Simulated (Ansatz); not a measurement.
# A hypothetical structure for Li4Lu, part 2 of 2

Starting from a made-up structure for Li4Lu, the aim is the relaxed cell, its shortest contacts and, where a second run follows, its electronic structure.

Ansatz 0.2.0; DFT, PBE, plane-wave PAW, files of the set soft_1, scalar-relativistic, no spin, cell and ions relaxed at zero pressure; PAW set soft_1 (the session's first sound run).

So far: Starting point; Relaxing cell and atoms. The relaxed cell has a = 7.929, c = 3.426 Å (conventional setting).

### 3. Bands of the relaxed cell

A second self-consistent run takes a narrower smearing and the mesh shown in its input; the bands follow along the standard path of the relaxed lattice.

This step: DFT, PBE, plane-wave PAW, files of the set soft_1, scalar-relativistic, no spin, bands and density of states at the relaxed cell; PAW set soft_1 (Ansatz 0.2.0).

Input file input.yaml:

```yaml
crystal:
  lattice:
    - [-3.964425165, 3.964425165, 1.713116787]
    - [3.964425165, -3.964425165, 1.713116787]
    - [3.964425165, 3.964425165, -1.713116787]
  atoms:
    - { symbol: Lu, position: [0.0, 0.0, 0.0] }
    - { symbol: Li, position: [0.8258303134, 0.3777121729, 0.2035424863] }
    - { symbol: Li, position: [0.6222878271, 0.8258303134, 0.4481181406] }
    - { symbol: Li, position: [0.1741696866, 0.6222878271, 0.7964575137] }
    - { symbol: Li, position: [0.3777121729, 0.1741696866, 0.5518818594] }
kpoints:
  mp_grid: { grid: [10, 10, 10] }
  band_path:
    path:
      - [[0.0, 0.0, 0.0], [0.0, 0.0, 0.5], [-0.5, 0.5, 0.5], [0.0, 0.0, 0.0], [0.29668244, 0.29668244, -0.29668244], [0.25, 0.25, 0.25], [0.0, 0.5, 0.0], [-0.29668244, 0.70331756, 0.29668244], [-0.5, 0.5, 0.5]]
      - [[0.0, 0.0, 0.5], [0.25, 0.25, 0.25]]
    npoints: 8
scf:
  occupations: { method: fermi_dirac, width: 0.03 }
  n_extra_bands: 9
hamiltonian:
  xc: pbe
  pseudopotentials: { kind: paw, azcp: { folder: soft_1 } }
output:
  forces: true
  stress: true
  write_bands: true
  dos: { projected: true }
  write_density: true
  write_potential: true
  elf: true
  volumetric_format: npy
```

Started as:

```
> ansatz run input.yaml --threads 4 --pin off --max-ram 8192MiB --backend cpu --events-out ev --progress --plain --runs-dir out
```

Numbers of over 12 decimals in the logs are rounded to 6 here.

The log of the run:

```text
Lu: projections on atomic orbitals take those of the free atom [Kr 4d10] 4f14 5s2 5p6 5d1 6s2, of charge +0.00 (hamiltonian.pseudopotentials.projection_atoms); the dataset's partial waves leave at most 4.6e-5 of an orbital's norm unspanned inside its sphere
[...]
Crystal: 5 atoms, lattice volume = 107.698 Å³
Basis set: ecut = 420 eV, 2121 PW (Γ), exchange–correlation on 80×80×80 points (8 copies of the dense FFT grid, shifted against one another)
Bands: 28, of which v1, the nominal top of the filled ones, is band 19 counted from 1 (18 counted from 0)
Symmetry: 8 space group operations
[...]
k-points: 144 of 1000
[...]
SCF iter   1: F=—  HF=-15552.323580 eV  |F-HF|=—  |Δ(HF+E_count)|=         —  Δρ=2.58e-2  dr2=3.75e0  ethr=3.10e-3  ⟨swp⟩=6.0  Hψ=18902  notcnv=0
[...]
SCF iter  10: F=-15551.344944 eV  HF=-15551.344944 eV  |F-HF|=1.72e-8  |Δ(HF+E_count)|=   8.06e-8  Δρ=5.64e-6  dr2=2.95e-8  ethr=2.70e-10  ⟨swp⟩=16.0  Hψ=36001  notcnv=0
SCF 1 converged in 10 iterations: F = -15551.344944 eV  dr2 = 2.95e-8
[...]
NSCF: frozen V_eff on 74 k-points
SCF converged after 10 iterations
Free energy (F): -15551.344944 eV
[...]
Internal energy: -15551.334818 eV  (E = F + TS)
E sigma→0 (E₀):  -15551.339881 eV
Entropy (-TS):   -0.010126 eV (-2.025 meV/atom)
Fermi energy:    4.505261 eV
[...]
--- Forces (eV/Å), atoms counted from 1 ---
  atom   1  Lu     0.00000000    -0.00000000     0.00000000
  atom   2  Li     0.00573983     0.00198234     0.00000000
  atom   3  Li     0.00198234    -0.00573983    -0.00000000
  atom   4  Li    -0.00573983    -0.00198234     0.00000000
  atom   5  Li    -0.00198234     0.00573983     0.00000000
  max |Σ_I F_I| component: 0.00e0 eV/Å
--- Stress (GPa, compression-positive) ---
        0.051653      -0.000000       0.000000
        0.000000       0.051653      -0.000000
        0.000000       0.000000      -0.285916
  P = ⅓ Tr σ = -0.0609 GPa (-0.609 kbar)
--- Band table (eV; the first three rows and the last of 144) ---
  k-point 0: bands = [... 15 lower, 0.0234, 3.5677, 3.6507, 4.5433, 4.5433, 5.1884, 5.6022, 8.0588, ... 5 higher]
  k-point 1: bands = [... 15 lower, 0.0598, 3.3545, 3.6372, 4.5409, 4.7246, 5.1938, 5.6389, 8.0503, ... 5 higher]
  k-point 2: bands = [... 15 lower, 0.1645, 2.8840, 3.7392, 4.5383, 4.9277, 5.2209, 5.7149, 8.0286, ... 5 higher]
  k-point 143: bands = [... 15 lower, 1.0951, 2.4750, 2.8239, 2.8239, 5.2481, 5.9927, 6.9458, 8.2904, ... 5 higher]
```

The job ended after 18 s (4 threads of Arm Neoverse N1, shared host; peak memory 0.64 GiB; 68 s of CPU time).

Reading the cycles: dr2 is the Hartree energy of the density residual (eV), the measure of convergence; HF is the Harris–Foulkes estimate of the energy, which meets the free energy F at convergence.

This step gave:

```yaml
free_energy: -15551.3449 eV
energy_at_zero_smearing: -15551.3399 eV
smearing_term_ts: 0.01013 eV
fermi_energy: 4.505 eV
pressure: -0.06087 GPa
```

bands.tsv at the labelled points (eV, zero at the Fermi level; the bands that come nearest the Fermi level along the path):

```
point  band 16  band 17  band 18  band 19  band 20  band 21  band 22  band 23
    Γ    -4.48    -0.94    -0.85     0.04     0.04     0.68     1.10     3.55
    X    -3.94    -2.59    -0.41     0.21     0.29     0.92     0.96     3.47
    M    -3.41    -2.03    -1.68    -1.68     0.74     1.49     2.44     3.79
    Γ    -4.48    -0.94    -0.85     0.04     0.04     0.68     1.10     3.55
    Z    -1.11    -0.88    -0.88    -0.66    -0.14     1.65     1.65     1.77
    P    -1.27    -0.85    -0.85    -0.36     0.91     0.91     1.50     1.78
    N    -1.58    -0.66    -0.64     0.04     0.38     0.95     1.62     1.64
   Z1    -1.11    -0.88    -0.88    -0.66    -0.14     1.65     1.65     1.77
    M    -3.41    -2.03    -1.68    -1.68     0.74     1.49     2.44     3.79
    X    -3.94    -2.59    -0.41     0.21     0.29     0.92     0.96     3.47
    P    -1.27    -0.85    -0.85    -0.36     0.91     0.91     1.50     1.78
```

States per cell as run, both spins, in windows of 1 eV, from dos.tsv (zero at the Fermi level):

```
from  to  total
  -8  -7   0.00
  -7  -6   0.00
  -6  -5  14.00
  -5  -4   0.20
  -4  -3   0.84
  -3  -2   1.00
  -2  -1   1.89
  -1   0   3.07
   0   1   3.50
   1   2   4.15
   2   3   1.68
   3   4   2.37
   4   5   1.91
```

Below -8 eV lie 16.0 more states.

Valence density in the ac plane of the cell as run, not the conventional one, at fractional y = 0.000, with atoms of Lu within 0.2 Å of it. It is the smooth field of the valence electrons, not physical close to the nuclei.

Values in e/Å³, 16 rows by 16 columns, each cell a mean:
```
26  9  1  0  0  0  0  0  0  0  0  0  0  1  4 19
 5  2  0  0  0  0  0  0  0  0  0  0  0  0  1  4
 1  0  0  0  0  0  0  0  0  0  0  0  0  0  0  1
 0  0  0  0  0  0  0  0  0  0  0  0  0  0  0  0
 0  0  0  0  0  0  0  0  0  0  0  0  0  0  0  0
 0  0  0  0  0  0  0  0  0  0  0  0  0  0  0  0
 0  0  0  0  0  0  0  0  0  0  0  0  0  0  0  0
 0  0  0  0  0  0  0  0  0  0  0  0  0  0  0  0
 0  0  0  0  0  0  0  0  0  0  0  0  0  0  0  0
 0  0  0  0  0  0  0  0  0  0  0  0  0  0  0  0
 0  0  0  0  0  0  0  0  0  0  0  0  0  0  0  0
 0  0  0  0  0  0  0  0  0  0  0  0  0  0  0  0
 0  0  0  0  0  0  0  0  0  0  0  0  0  0  0  0
 2  1  0  0  0  0  0  0  0  0  0  0  0  0  0  1
15  6  1  0  0  0  0  0  0  0  0  0  0  0  2  9
41 15  2  0  0  0  0  0  0  0  0  0  0  1  5 26
```
Columns run along a (5.9 Å), rows up along c (5.9 Å). Atoms in or near the plane, at fractional coordinates: Lu at (0.00, 0.00).

Electrostatic potential energy in the ac plane of the cell as run, not the conventional one, at fractional y = 0.000, with atoms of Lu within 0.2 Å of it. With pseudopotentials it is smooth inside the atoms' cores, unlike the true potential.

Values in eV, 16 rows by 16 columns, each cell a mean:
```
-56 -51 -21  -2   4   6   6   6   6   6   6   5   1 -11 -41 -56
-44 -27  -8   2   5   7   6   6   6   6   6   5   3  -5 -21 -41
-11  -5   1   4   6   7   6   6   6   6   7   6   4   1  -5 -11
  1   3   4   6   6   7   6   6   6   7   7   7   6   4   2   1
  5   5   5   5   5   6   6   7   7   7   7   6   6   5   5   5
  6   6   4   2   2   3   5   7   7   7   6   5   4   4   5   6
  6   5   1  -6  -7   0   4   6   7   6   5   2   0   1   4   6
  6   4  -2 -12 -11  -1   4   6   7   6   3  -4 -10  -6   2   5
  6   5   1  -4  -3   2   5   7   7   5   2  -6 -12  -6   2   5
  6   6   4   3   3   5   6   7   7   6   4   0  -2   1   4   6
  6   6   5   5   6   6   7   7   7   6   5   4   4   4   5   6
  3   4   5   5   6   7   7   7   7   6   6   6   6   5   5   4
 -4  -2   1   4   6   7   7   6   6   6   7   7   6   4   1  -2
-28 -20  -7   1   5   6   6   6   6   6   7   6   5   1  -8 -21
-56 -47 -20  -2   4   6   6   6   6   6   7   6   3  -5 -27 -51
-56 -56 -28  -4   3   6   6   6   6   6   6   5   1 -11 -44 -56
```
Columns run along a (5.9 Å; values clipped at the 3rd and 97th percentile), rows up along c (5.9 Å). Atoms in or near the plane, at fractional coordinates: Lu at (0.00, 0.00).

ELF in the ac plane of the cell as run, not the conventional one, at fractional y = 0.000, with atoms of Lu within 0.2 Å of it. It is the smooth field of the valence electrons, not physical close to the nuclei.

Values, 16 rows by 16 columns, each cell a mean:
```
0.81 0.84 0.52 0.14 0.24 0.49 0.57 0.52 0.49 0.52 0.50 0.31 0.11 0.30 0.77 0.84
0.78 0.61 0.25 0.14 0.36 0.56 0.56 0.45 0.41 0.47 0.49 0.35 0.13 0.16 0.52 0.77
0.32 0.19 0.13 0.27 0.50 0.61 0.57 0.45 0.41 0.49 0.52 0.43 0.22 0.10 0.16 0.31
0.12 0.16 0.26 0.42 0.54 0.60 0.59 0.54 0.52 0.55 0.56 0.51 0.38 0.22 0.13 0.12
0.33 0.36 0.35 0.31 0.32 0.41 0.54 0.59 0.60 0.60 0.57 0.51 0.44 0.37 0.33 0.32
0.52 0.40 0.17 0.06 0.05 0.12 0.35 0.56 0.61 0.58 0.47 0.31 0.21 0.24 0.37 0.50
0.52 0.25 0.05 0.05 0.05 0.03 0.18 0.50 0.58 0.50 0.23 0.06 0.03 0.04 0.17 0.46
0.49 0.18 0.04 0.12 0.11 0.03 0.16 0.48 0.56 0.38 0.08 0.04 0.09 0.05 0.07 0.36
0.51 0.24 0.05 0.03 0.03 0.05 0.27 0.53 0.56 0.34 0.06 0.04 0.12 0.05 0.07 0.37
0.54 0.41 0.19 0.09 0.11 0.25 0.47 0.59 0.59 0.43 0.13 0.03 0.03 0.04 0.18 0.46
0.44 0.42 0.37 0.35 0.40 0.49 0.57 0.61 0.61 0.55 0.37 0.20 0.15 0.22 0.36 0.44
0.18 0.19 0.25 0.37 0.48 0.55 0.58 0.57 0.57 0.58 0.57 0.51 0.45 0.38 0.29 0.22
0.16 0.13 0.11 0.20 0.39 0.52 0.54 0.48 0.46 0.54 0.61 0.59 0.46 0.25 0.13 0.14
0.62 0.49 0.21 0.11 0.26 0.46 0.50 0.43 0.40 0.50 0.59 0.54 0.31 0.13 0.25 0.51
0.85 0.81 0.49 0.13 0.19 0.43 0.51 0.46 0.45 0.53 0.57 0.43 0.17 0.19 0.61 0.84
0.74 0.85 0.62 0.16 0.18 0.44 0.54 0.53 0.52 0.55 0.54 0.34 0.13 0.32 0.78 0.81
```
Columns run along a (5.9 Å), rows up along c (5.9 Å). Atoms in or near the plane, at fractional coordinates: Lu at (0.00, 0.00).

### 4. Outcome

```yaml
space_group_relaxed: I4/m
conventional_cell: a = 7.929, b = 7.929, c = 3.426 Å; α = 90.0°, β = 90.0°, γ = 90.0°
volume_per_atom: 21.54 Å³ (guess 18.81)
```

**Reading.** Li4Lu relaxes to I4/m with a = 7.929, b = 7.929 and c = 3.426 Å. The guessed volume was 13 % too small. The space group I4/m was held in the relaxation, so the end point is a stationary structure within it and may be a saddle against distortions or other arrangements. Bands cross the Fermi level, so it is a metal or semimetal at this level. The electron count is odd, which forces that without spin polarisation or a larger cell. On the 10×10×10 mesh with the narrower smearing (relaxed on 7×7×7) the largest force component is 0.006 eV/Å and the largest stress component is 0.286 GPa, against the relaxation's thresholds of 0.015 eV/Å and 0.05 GPa. The cutoff wasn't tested. A vector of the cell changed its length by 14 %, more than the volume shows. Spin-orbit coupling is left out, which can matter for elements this heavy. No dispersion term is used, so weakly bound directions may come out too long. Nothing here tests whether the compound is stable against decomposition.

[Logs are printed without paths, hosts, clocks, repeated set-up lines and the standing remarks that a program may print on its own settings, such as how far it seeks lower states.]

[Hosts, paths, dates, database ids (printed as entryN), source tags and the programs' standing remarks are cut or masked in the printed files.]
